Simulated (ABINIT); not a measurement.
# Ca2Si (Fm-3m): G0W0 in ABINIT against the k mesh

Wanted: the cheapest k mesh that holds the gap of Ca2Si (Fm-3m).

Calculated with ABINIT 10.8.3; LDA and many-body steps on it, plane waves.

### 1. Set-up

The structure is cubic, space group Fm-3m (No. 225). Conventional cell: a = 7.170 Å, b = 7.170 Å, c = 7.170 Å, α = 90.00°, β = 90.00°, γ = 90.00°. Nearest to Ca lie 4 Si at 3.10 Å. Nearest to Si lie 8 Ca at 3.10 Å. Farther neighbours, and contacts between anions beyond the nearest, are not listed.

The cell and positions are those that the Materials Project relaxed with its own functionals (PBE, PBE+U or r2SCAN), kept fixed.

### 2. Empty states on the mesh, 2×2×2 mesh, 169 bands

This step: ABINIT 10.8.3; DFT, LDA, plane waves, norm-conserving pseudopotentials.

The sums over transitions need many empty states on a uniform mesh; this step solves for them.

The input, run.abi:

```
acell 3*1.0 Angstrom
rprim 
  -0.000000000000 3.585232820000 3.585232820000
  3.585232820000 -0.000000000000 3.585232820000
  3.585232820000 3.585232820000 -0.000000000000
ntypat 2
znucl 20 14
natom 3
typat 1 1 2
xred 
  0.750000000000 0.750000000000 0.750000000000
  0.250000000000 0.250000000000 0.250000000000
  0.000000000000 0.000000000000 0.000000000000
pp_dirpath "pseudos"
pseudos "Ca.upf, Si.upf"
ecut 30
ngkpt 2 2 2
nshiftk 1
shiftk 0 0 0
kptopt 1
chksymbreak 0
irdden 1
istwfk *1
nband 169
prtvol 0
optdriver 6
gwr_task "HDIAGO"
paral_kgb 0
occopt 1
indata_prefix "in"
outdata_prefix "out"
tmpdata_prefix "tmp"
```

On the command line:

```
$ OMP_NUM_THREADS=1 mpirun -n 4 abinit run.abi > log
```

The log of the run:

```text
.Version 10.8.3 of ABINIT. v10.8.2 released Aug 2026.

 Symmetries : space group Fm -3 m (#225); Bravais cF (face-center cubic)
[... echo of the input left out ...]
== DATASET  1 ==================================================================
-   mpi_nproc: 4, omp_nthreads: 1 (-1 if OMP is not activated)

--- !DatasetInfo
iteration_state: {dtset: 1, }
dimensions: {natom: 3, nkpt: 3, mband: 169, nsppol: 1, nspinor: 1, nspden: 1, mpw: 4910, }
cutoff_energies: {ecut:  30.0, pawecutdg:  -1.0, }
[...]
Direct band gap semiconductor
 Fundamental gap:     0.509 (eV)
   VBM:     3.544 (eV) at k: [ 5.0000E-01,  5.0000E-01,  0.0000E+00]
   CBM:     4.053 (eV) at k: [ 5.0000E-01,  5.0000E-01,  0.0000E+00]
 Direct gap:         0.509 (eV) at k: [ 5.0000E-01,  5.0000E-01,  0.0000E+00]

== END DATASET(S) ==============================================================
================================================================================

 -outvars: echo values of variables after computation  --------
           etotal      0.0000000000E+00
            nband         169
             nkpt           3
          spgroup         225
 [... the other variables as echoed above ...]

 Calculation completed.
```

Run time: 78 s. Hardware: 4 MPI ranks of Arm Neoverse V1, shared host; peak memory 4.8 GiB.

This step gave:

```
gap                                                           : 0.5088 eV
k of the valence top                                          : 0.5, 0.5, 0
k of the conduction bottom                                    : 0.5, 0.5, 0
least direct gap                                              : 0.5088 eV
k points computed                                             : 3
lowest point of the top converged band, above the valence top : 69.7694 eV
```

On this mesh the gap is 0.509 eV.

The density comes from a self-consistent run that is not shown.

### 3. Empty states on the mesh, 1×1×1 mesh, 53 bands

Changes to run.abi since step 2:

```diff
@@ -16,3 +16,3 @@
 ecut 30
-ngkpt 2 2 2
+ngkpt 1 1 1
 nshiftk 1
@@ -21,10 +21,10 @@
 chksymbreak 0
+iscf -2
 irdden 1
 istwfk *1
-nband 169
+nband 53
+nbdbuf 4
+tolwfr 1e-09
+nstep 60
 prtvol 0
-optdriver 6
-gwr_task "HDIAGO"
-paral_kgb 0
-occopt 1
 indata_prefix "in"
```

The log of the run:

```text
.Version 10.8.3 of ABINIT. v10.8.2 released Aug 2026.

 Symmetries : space group Fm -3 m (#225); Bravais cF (face-center cubic)
[... echo of the input left out ...]
== DATASET  1 ==================================================================
-   mpi_nproc: 4, omp_nthreads: 1 (-1 if OMP is not activated)
-    --> not optimal distribution: autoparal keyword recommended in input file <--

--- !DatasetInfo
iteration_state: {dtset: 1, }
dimensions: {natom: 3, nkpt: 1, mband: 53, nsppol: 1, nspinor: 1, nspden: 1, mpw: 4909, }
cutoff_energies: {ecut:  30.0, pawecutdg:  -1.0, }
[...]
0.52763    0.75205    0.75205    0.75205    0.77576    0.77576    0.77576    0.80851
   0.80851    0.80851    0.86348    0.86348    0.99805    0.99805    1.03191    1.03191
   1.03191    1.05811    1.05811    1.05812    1.07441

== END DATASET(S) ==============================================================
================================================================================

 -outvars: echo values of variables after computation  --------
            nband          53
             nkpt           1
          spgroup         225
 [... the other variables as echoed above ...]

 Calculation completed.
```

It took 9.2 s on 4 MPI ranks; peak memory 0.25 GiB; 36 s of CPU time.

Read from the output:

- gap: 2.037 eV
- k of the valence top: 0, 0, 0
- k of the conduction bottom: 0, 0, 0
- least direct gap: 2.037 eV
- k points computed: 1
- lowest point of the top converged band, above the valence top: 24.93 eV

On this mesh the gap is 2.037 eV.

### 4. Empty states on the mesh, 4×4×4 mesh, 53 bands

Changes to run.abi since step 3:

```diff
@@ -16,3 +16,3 @@
 ecut 30
-ngkpt 1 1 1
+ngkpt 4 4 4
 nshiftk 1
```

The log of the run:

```text
.Version 10.8.3 of ABINIT. v10.8.2 released Aug 2026.

 Symmetries : space group Fm -3 m (#225); Bravais cF (face-center cubic)
[... echo of the input left out ...]
== DATASET  1 ==================================================================
-   mpi_nproc: 4, omp_nthreads: 1 (-1 if OMP is not activated)

--- !DatasetInfo
iteration_state: {dtset: 1, }
dimensions: {natom: 3, nkpt: 8, mband: 53, nsppol: 1, nspinor: 1, nspden: 1, mpw: 4910, }
cutoff_energies: {ecut:  30.0, pawecutdg:  -1.0, }
[...]
0.52763    0.75205    0.75205    0.75205    0.77576    0.77576    0.77576    0.80851
   0.80851    0.80851    0.86348    0.86348    0.99805    0.99805    1.03191    1.03191
   1.03191    1.05811    1.05811    1.05812    1.07441
 prteigrs : prtvol=0 or 1, do not print more k-points.

== END DATASET(S) ==============================================================
================================================================================

 -outvars: echo values of variables after computation  --------
            nband          53
             nkpt           8
          spgroup         225
 [... the other variables as echoed above ...]

 Calculation completed.
```

Elapsed: 15 s, on 4 MPI ranks; peak memory 0.3 GiB; 60 s of CPU time.

This step gave:

```
gap                                                           : 0.5089 eV
k of the valence top                                          : 0.5, 0.5, 0
k of the conduction bottom                                    : 0.5, 0.5, 0
least direct gap                                              : 0.5089 eV
k points computed                                             : 8
lowest point of the top converged band, above the valence top : 22.33 eV
```

On this mesh the gap is 0.509 eV.

### 5. Screening, 1×1×1 mesh, 49 bands, screening to 106.1 eV

The RPA dielectric matrix is built and inverted for each q.

This step: RPA screening on LDA, plane waves, norm-conserving pseudopotentials.

Changes to run.abi since step 4:

```diff
@@ -16,3 +16,3 @@
 ecut 30
-ngkpt 4 4 4
+ngkpt 1 1 1
 nshiftk 1
@@ -21,10 +21,11 @@
 chksymbreak 0
-iscf -2
-irdden 1
 istwfk *1
-nband 53
-nbdbuf 4
-tolwfr 1e-09
-nstep 60
-prtvol 0
+occopt 1
+irdwfk 1
+optdriver 3
+nband 49
+ecuteps 3.9
+inclvkb 2
+awtr 1
+symchi 1
 indata_prefix "in"
```

The log of the run:

```text
.Version 10.8.3 of ABINIT. v10.8.2 released Aug 2026.

 Symmetries : space group Fm -3 m (#225); Bravais cF (face-center cubic)
[... echo of the input left out ...]
== DATASET  1 ==================================================================
-   mpi_nproc: 4, omp_nthreads: 1 (-1 if OMP is not activated)

--- !DatasetInfo
iteration_state: {dtset: 1, }
dimensions: {natom: 3, nkpt: 1, mband: 49, nsppol: 1, nspinor: 1, nspden: 1, mpw: 4909, }
cutoff_energies: {ecut:  30.0, pawecutdg:  -1.0, }
electrons: {nelect:   2.40000000E+01, charge:   0.00000000E+00, occopt:   1.00000000E+00, tsmear:   1.00000000E-02, }

 SCREENING: Calculation of the susceptibility and dielectric matrices

 Based on a program developped by R.W. Godby, V. Olevano, G. Onida, and L. Reining.
 Incorporated in ABINIT by V. Olevano, G.-M. Rignanese, and M. Torrent.
.Using double precision arithmetic ; gwpc =  8

[... cell and pseudopotentials left out ...]
--------------------------------------------------------------------------------

 ==== K-mesh for the wavefunctions ====
 Number of points in the irreducible wedge :     1
[... list of points left out ...]
 Together with 48 symmetry operations and time-reversal symmetry
 yields     1 points in the full Brillouin Zone.

 ==== Q-mesh for the screening function ====
 Number of points in the irreducible wedge :     1
[... list of points left out ...]
 Together with 48 symmetry operations and time-reversal symmetry
 yields     1 points in the full Brillouin Zone.

 setmesh: FFT mesh size selected  =    32x   32x   32
          total number of points  =        32768

 vcoul_init : cutoff-mode = AUXILIARY_FUNCTION
 q-points for optical limit:   1
     1)      0.000010    0.000020    0.000030

- screening: taking advantage of time-reversal symmetry
- Maximum band index for partially occupied states nbvw = 12
- Remaining bands to be divided among processors   nbcw = 37
- Number of bands treated by each node ~9

 Number of electrons calculated from density =   24.0000; Expected =   24.0000
 average of density, n =  0.038586
 r_s =    1.8358
 omega_plasma =   18.9484 [eV]

 calculating chi0 at frequencies [eV] :
  1    0.000000E+00    0.000000E+00
  2    0.000000E+00    1.894837E+01

--------------------------------------------------------------------------------
  q-point number  1        q = ( 0.000000, 0.000000, 0.000000) [r.l.u.]
--------------------------------------------------------------------------------
[... chi0 elements left out ...]
 For q-point:  0.000010 0.000020 0.000030
  dielectric constant =  24.1096
  dielectric constant without local fields =  35.5628

  Average fulfillment of the sum rule on Im[epsilon] for q-point    1 :     47.71  [%]
[... wings left out ...]
== END DATASET(S) ==============================================================
================================================================================

 -outvars: echo values of variables after computation  --------
           etotal      0.0000000000E+00
            nband          49
             nkpt           1
          spgroup         225
 [... the other variables as echoed above ...]

 Calculation completed.
```

Elapsed: 2.7 s, on 4 MPI ranks; peak memory 0.11 GiB.

Numbers from this step:

* ε∞ with local fields, on this mesh: 24.11
* ε∞ without local fields, on this mesh: 35.56
* plasma frequency: 18.95 eV
* plane waves in the screening matrix: 259

Local fields lower ε∞ by 32 %. On a Γ-centred mesh this coarse the value itself is usually too large, while a short band sum pulls it down.

### 6. 1×1×1

This step: G0W0 on LDA, plane waves, norm-conserving pseudopotentials.

Changes to run.abi since step 5:

```diff
@@ -24,8 +24,15 @@
 irdwfk 1
-optdriver 3
+optdriver 4
 nband 49
+gwcalctyp 0
+ecutsigx 30
+symsigma 1
+nkptgw 1
+kptgw 
+  0.0000000000 0.0000000000 0.0000000000
+bdgw 
+  10 15
 ecuteps 3.9
-inclvkb 2
-awtr 1
-symchi 1
+irdscr 1
+ppmodel 1
 indata_prefix "in"
```

The log of the run:

```text
.Version 10.8.3 of ABINIT. v10.8.2 released Aug 2026.

 Symmetries : space group Fm -3 m (#225); Bravais cF (face-center cubic)
[... echo of the input left out ...]
== DATASET  1 ==================================================================
-   mpi_nproc: 4, omp_nthreads: 1 (-1 if OMP is not activated)

--- !DatasetInfo
iteration_state: {dtset: 1, }
dimensions: {natom: 3, nkpt: 1, mband: 49, nsppol: 1, nspinor: 1, nspden: 1, mpw: 4909, }
cutoff_energies: {ecut:  30.0, pawecutdg:  -1.0, }
electrons: {nelect:   2.40000000E+01, charge:   0.00000000E+00, occopt:   1.00000000E+00, tsmear:   1.00000000E-02, }

 SIGMA: Calculation of the GW corrections

 Based on a program developped by R.W. Godby, V. Olevano, G. Onida, and L. Reining.
 Incorporated in ABINIT by V. Olevano, G.-M. Rignanese, and M. Torrent.
.Using double precision arithmetic ; gwpc =  8

[... cell and pseudopotentials left out ...]
--------------------------------------------------------------------------------

 ==== K-mesh for the wavefunctions ====
 Number of points in the irreducible wedge :     1
[... list of points left out ...]
 Together with 48 symmetry operations and time-reversal symmetry
 yields     1 points in the full Brillouin Zone.

 ==== Q-mesh for screening function ====
 Number of points in the irreducible wedge :     1
[... list of points left out ...]
 Together with 48 symmetry operations and time-reversal symmetry
 yields     1 points in the full Brillouin Zone.

 vcoul_init : cutoff-mode = AUXILIARY_FUNCTION
 q-points for optical limit:   1
     1)      0.000010    0.000020    0.000030
 setmesh: FFT mesh size selected  =    48x   48x   48
          total number of points  =       110592

 Number of electrons calculated from density =   24.0000; Expected =   24.0000
 average of density, n =  0.038586
 r_s =    1.8358
 omega_plasma =   18.9484 [eV]

 === KS Band Gaps ===
  >>>> For spin  1
   Minimum direct gap =   2.0365 [eV], located at k-point      :   0.0000  0.0000  0.0000
   Fundamental gap    =   2.0365 [eV], Top of valence bands at :   0.0000  0.0000  0.0000
                                       Bottom of conduction at :   0.0000  0.0000  0.0000
 SIGMA fundamental parameters:
 PLASMON POLE MODEL  1
 number of plane-waves for SigmaX                 4909
 number of plane-waves for SigmaC and W            259
 number of plane-waves for wavefunctions          4909
 number of bands                                    49
 number of independent spin polarizations            1
 number of spinorial components                      1
 number of k-points in IBZ                           1
 number of q-points in IBZ                           1
 number of symmetry operations                      48
 number of k-points in BZ                            1
 number of q-points in BZ                            1
 number of frequencies for dSigma/dE                 9
 frequency step for dSigma/dE [eV]                0.25
 number of omega for Sigma on real axis              0
 max omega for Sigma on real axis  [eV]           0.00
 zcut for avoiding poles [eV]                     0.10

 EPSILON^-1 parameters (SCR file):
 dimension of the eps^-1 matrix on file            259
 dimension of the eps^-1 matrix used               259
 number of plane-waves for wavefunctions          4909
 number of bands                                    49
 number of q-points in IBZ                           1
 number of frequencies                               2
 number of real frequencies                          1
 number of imag frequencies                          1

 matrix elements of self-energy operator (all in [eV])

 Perturbative Calculation

--- !SelfEnergy_ee
iteration_state: {dtset: 1, }
kpoint     : [   0.000,    0.000,    0.000, ]
spin       : 1
KS_gap     :    2.037
QP_gap     :    1.911
Delta_QP_KS:   -0.125
data: !SigmaeeData |
     Band     E0 <VxcDFT>   SigX SigC(E0)      Z dSigC/dE  Sig(E)    E-E0       E
       10   3.150 -10.257 -13.374   3.395   0.721  -0.386 -10.057   0.200   3.351
       11   3.150 -10.257 -13.374   3.395   0.721  -0.386 -10.057   0.200   3.351
       12   3.150 -10.257 -13.374   3.395   0.721  -0.386 -10.057   0.200   3.351
       13   5.187  -7.859  -2.807  -4.950   0.736  -0.359  -7.784   0.075   5.262
       14   5.307 -11.526  -5.001  -5.253   0.733  -0.365 -10.594   0.931   6.239
       15   5.307 -11.526  -5.001  -5.253   0.733  -0.365 -10.594   0.931   6.239

 New Fermi energy :        1.582559E-01 Ha ,    4.306362E+00 eV

 === QP Band Gaps ===
  >>>> For spin  1
   Minimum direct gap =   1.9112 [eV], located at k-point      :   0.0000  0.0000  0.0000
   Fundamental gap    =   1.9112 [eV], Top of valence bands at :   0.0000  0.0000  0.0000
                                       Bottom of conduction at :   0.0000  0.0000  0.0000

== END DATASET(S) ==============================================================
================================================================================

 -outvars: echo values of variables after computation  --------
           etotal      0.0000000000E+00
            nband          49
             nkpt           1
          spgroup         225
 [... the other variables as echoed above ...]

 Calculation completed.
```

It took 2.8 s on 4 MPI ranks; peak memory 0.15 GiB; 11 s of CPU time.

Numbers from this step:

| Quantity | Value |
| --- | --- |
| G0W0 gap on the mesh | 1.911 eV |
| starting gap on the mesh | 2.037 eV |
| k of the valence top | 0, 0, 0 |
| k of the conduction bottom | 0, 0, 0 |
| Z at the valence top | 0.721 |
| Z at the conduction bottom | 0.736 |
| least direct G0W0 gap on the computed points | 1.911 eV |

### 7. Screening, 2×2×2 mesh, 49 bands, screening to 106.1 eV

This step: RPA screening on LDA, plane waves, norm-conserving pseudopotentials.

Changes to run.abi since step 6:

```diff
@@ -16,3 +16,3 @@
 ecut 30
-ngkpt 1 1 1
+ngkpt 2 2 2
 nshiftk 1
@@ -24,15 +24,8 @@
 irdwfk 1
-optdriver 4
+optdriver 3
 nband 49
-gwcalctyp 0
-ecutsigx 30
-symsigma 1
-nkptgw 1
-kptgw 
-  0.0000000000 0.0000000000 0.0000000000
-bdgw 
-  10 15
 ecuteps 3.9
-irdscr 1
-ppmodel 1
+inclvkb 2
+awtr 1
+symchi 1
 indata_prefix "in"
```

The log of the run:

```text
.Version 10.8.3 of ABINIT. v10.8.2 released Aug 2026.

 Symmetries : space group Fm -3 m (#225); Bravais cF (face-center cubic)
[... echo of the input left out ...]
== DATASET  1 ==================================================================
-   mpi_nproc: 4, omp_nthreads: 1 (-1 if OMP is not activated)

--- !DatasetInfo
iteration_state: {dtset: 1, }
dimensions: {natom: 3, nkpt: 3, mband: 49, nsppol: 1, nspinor: 1, nspden: 1, mpw: 4910, }
cutoff_energies: {ecut:  30.0, pawecutdg:  -1.0, }
electrons: {nelect:   2.40000000E+01, charge:   0.00000000E+00, occopt:   1.00000000E+00, tsmear:   1.00000000E-02, }

 SCREENING: Calculation of the susceptibility and dielectric matrices

 Based on a program developped by R.W. Godby, V. Olevano, G. Onida, and L. Reining.
 Incorporated in ABINIT by V. Olevano, G.-M. Rignanese, and M. Torrent.
.Using double precision arithmetic ; gwpc =  8

[... cell and pseudopotentials left out ...]
--------------------------------------------------------------------------------

 ==== K-mesh for the wavefunctions ====
 Number of points in the irreducible wedge :     3
[... list of points left out ...]
 Together with 48 symmetry operations and time-reversal symmetry
 yields     8 points in the full Brillouin Zone.

 ==== Q-mesh for the screening function ====
 Number of points in the irreducible wedge :     3
[... list of points left out ...]
 Together with 48 symmetry operations and time-reversal symmetry
 yields     8 points in the full Brillouin Zone.

 setmesh: FFT mesh size selected  =    32x   32x   32
          total number of points  =        32768

 vcoul_init : cutoff-mode = AUXILIARY_FUNCTION
 q-points for optical limit:   1
     1)      0.000010    0.000020    0.000030

- screening: taking advantage of time-reversal symmetry
- Maximum band index for partially occupied states nbvw = 12
- Remaining bands to be divided among processors   nbcw = 37
- Number of bands treated by each node ~9

 Number of electrons calculated from density =   24.0000; Expected =   24.0000
 average of density, n =  0.038586
 r_s =    1.8358
 omega_plasma =   18.9484 [eV]

 calculating chi0 at frequencies [eV] :
  1    0.000000E+00    0.000000E+00
  2    0.000000E+00    1.894837E+01

--------------------------------------------------------------------------------
  q-point number  1        q = ( 0.000000, 0.000000, 0.000000) [r.l.u.]
--------------------------------------------------------------------------------
[... chi0 elements left out ...]
 For q-point:  0.000010 0.000020 0.000030
  dielectric constant =  68.2305
  dielectric constant without local fields =  90.5832

  Average fulfillment of the sum rule on Im[epsilon] for q-point    1 :     49.54  [%]
[... wings left out ...]
  q-point number  2        q = ( 0.500000, 0.000000, 0.000000) [r.l.u.]
--------------------------------------------------------------------------------
[... chi0 elements left out ...]
  Average fulfillment of the sum rule on Im[epsilon] for q-point    2 :     58.71  [%]

 [... 1 further q-points ...]
```

The job ended after 3.9 s (4 MPI ranks; peak memory 0.51 GiB).

Read from the output:

| Item | Value |
| --- | --- |
| ε∞ with local fields, on this mesh | 68.23 |
| ε∞ without local fields, on this mesh | 90.58 |
| plasma frequency | 18.95 eV |
| plane waves in the screening matrix | 259 |

(Continued in part 2 of 2.)

[Long decimals in the printed logs are rounded to 6 places.]

[Logs are printed without paths, hosts, clocks, repeated set-up lines and the standing remarks that a program may print on its own settings, such as how far it seeks lower states.]

[Paths, hosts, dates, memory and timing lines, banners, echoed tables and standing remarks are left out of the program output; an Ansatz launch command may be rebuilt from the run's recorded settings. Measured values are a selection of at most five: reports struck by readers or far from the other reports are left out. None is set beside runs whose start may be inverted or whose files or cutoffs have a known fault.]

[Runs of the session that timed out or met a known fault of the program may be left out.]

[Hosts, paths, dates, database ids (printed as entryN), source tags and the programs' standing remarks are cut or masked in the printed files.]

[G0W0 gaps are taken among the corrected bands and points alone; a level outside them can change the order at an edge.]

[Where Ansatz stands beside ABINIT at settings called matched, ABINIT's density can come from a denser mesh and the files from another edition; pairs whose starting gaps differed by over 0.03 eV were left out, so agreement reads better than it is.]
